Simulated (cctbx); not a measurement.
# Interatomic vectors of La2TiSi3

Space group P6_3/mmc (no. 194), a = 8.2590 Å, b = 8.2590 Å, c = 8.6040 Å, α = 90.00°, β = 90.00°, γ = 120.00°, content La8 Ti4 Si12.

Simulated single-crystal data (cctbx): synchrotron X-rays, λ = 0.7749 Å, to d = 0.6 Å, 50 % of the full sphere, strongest reflection 70000 counts, noise from counting, a 3 % proportional error and a noise floor of 2 counts (s.d.); no absorption, some extinction.

Patterson synthesis from sharpened amplitudes, origin scaled to 1000:

```text
Patterson group P 6/m m m
      u       v       w   height  length (A)
  0.000   0.000   0.000   1000.0     0.00
  0.000   0.500   0.500    889.8     5.96
  0.000   0.500   0.000    863.0     4.13
  0.000   0.000   0.500    792.6     4.30
  0.333   0.667   0.250    300.3     5.23
  0.167   0.333   0.250    293.7     3.21
  0.000   0.000   0.086     48.5     0.74
  0.000   0.447   0.415     46.5     5.14
  0.000   0.106   0.000     45.6     0.87
  0.033   0.067   0.083     45.0     0.86
  0.051   0.496   0.085     44.9     3.97
  0.000   0.000   0.415     41.3     3.57
  0.000   0.395   0.500     40.9     5.40
  0.061   0.531   0.415     40.8     5.48
```

**Question.** Which atom pairs make the peaks, and where is the heaviest atom?

A peak at u stands for all pairs with xi − xj = u, with weight Σ ZiZj against Σ Z² = 30280 at the origin. Peak heights follow these weights only roughly, since form factors, motion and series ripples differ, all vectors within 0.55 Å of a peak are counted as merged into it though the farther ones add only part of their weight, and F(000) is left out, which lowers the whole map:

| u | v | w | shortest length (Å) | height | 1000 ΣZiZj/ΣZ² | pairs in the cell |
| --- | --- | --- | --- | --- | --- | --- |
| 0.000 | 0.500 | 0.500 | 5.96 | 890 | 992 | 8 × La–La, 8 × Ti–Si, 8 × Si–Si |
| 0.000 | 0.500 | 0.000 | 4.13 | 863 | 992 | 8 × La–La, 8 × Ti–Si, 8 × Si–Si |
| 0.000 | 0.000 | 0.500 | 4.30 | 793 | 1000 | 8 × La–La, 12 × Si–Si, 4 × Ti–Ti |
| 0.333 | 0.667 | 0.250 | 5.23 | 300 | 482 | 12 × La–Si, 4 × La–Ti |
| 0.167 | 0.333 | 0.250 | 3.21 | 294 | 482 | 12 × La–Si, 4 × La–Ti |
| 0.000 | 0.000 | 0.086 | 0.74 | 48 | 0 | none within 0.55 Å |
| 0.000 | 0.447 | 0.415 | 5.14 | 46 | 0 | none within 0.55 Å |
| 0.000 | 0.106 | 0.000 | 0.88 | 46 | 0 | none within 0.55 Å |

The table stops at ten peaks or at a height of 45, below which ripples compete. In the model behind the data La, the heaviest element, has 2 independent sites: (0.5050, 0.4950, 1/4) and (0, 0, 1/4), up to an allowed shift of origin; the La–La vectors are differences of these positions and their symmetry mates. The whole model:

| atom | mult. | x | y | z | Ueq (Å²) |
| --- | --- | --- | --- | --- | --- |
| La1 | 6 | 0.5050 | 0.4950 | 1/4 | 0.0050 |
| La2 | 2 | 0 | 0 | 1/4 | 0.0068 |
| Ti1 | 4 | 2/3 | 1/3 | 0.5275 | 0.0033 |
| Si1 | 12 | 0.8328 | 0.1672 | 0.4945 | 0.0077 |

The model was made for the exercise: a known structure type with other elements put in, its volume estimated, not relaxed; displacement parameters are assumed.

[Logs are printed without paths, hosts, clocks, repeated set-up lines and the standing remarks that a program may print on its own settings, such as how far it seeks lower states.]
